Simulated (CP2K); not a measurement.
Consider carbon dioxide at its PBE geometry (Å).

```xyz
3

O    -1.1755    0.0908    0.0000
C     0.0000    0.0000    0.0000
O     1.1755   -0.0908    0.0000
```

Method: CP2K XAS_TDP, all-electron GAPW, PBEh(45%), aug-cc-pVTZ, TDA, GW2X-corrected core level, no relativity.

Where do the O K-edge lines lie, and how strong are they?

Leading lines: O1 533.85 eV. The leading line of an atom is its first one with 35 % of the strongest within 2.5 eV of its lowest line over the strength cut. Core ionisation energies at this level: O1 538.50 eV.

The first six lines of each atom with a strength over 0.0015:

```
                     atom  energy (eV)  states  strength, one atom  above the computed threshold
O1 (bonded to C), 2 alike       533.85       2              0.0720                              
                                535.14       1              0.0128                              
                                537.81       1              0.0101                              
                                538.83       1              0.0094                           yes
                                539.99       3              0.0050                           yes
                                541.88       2              0.0048                           yes
```

Lines are vertical, at one geometry, with no vibrational structure. GW2X ionisation energies and lines can be off by 1 to 2 eV either way, and a good line position may hide errors that cancel. These values hold no scalar relativity, about 0.4 eV for O 1s. Rydberg lines, and the discretised continuum above threshold, depend on the basis and the box.

[Banner, clock and machine lines of the logs are left out without a mark of their own.]

[Logs are printed without paths, hosts, clocks, repeated set-up lines and the standing remarks that a program may print on its own settings, such as how far it seeks lower states.]

[Hosts, paths, dates, database ids (printed as entryN), source tags and the programs' standing remarks are cut or masked in the printed files.]
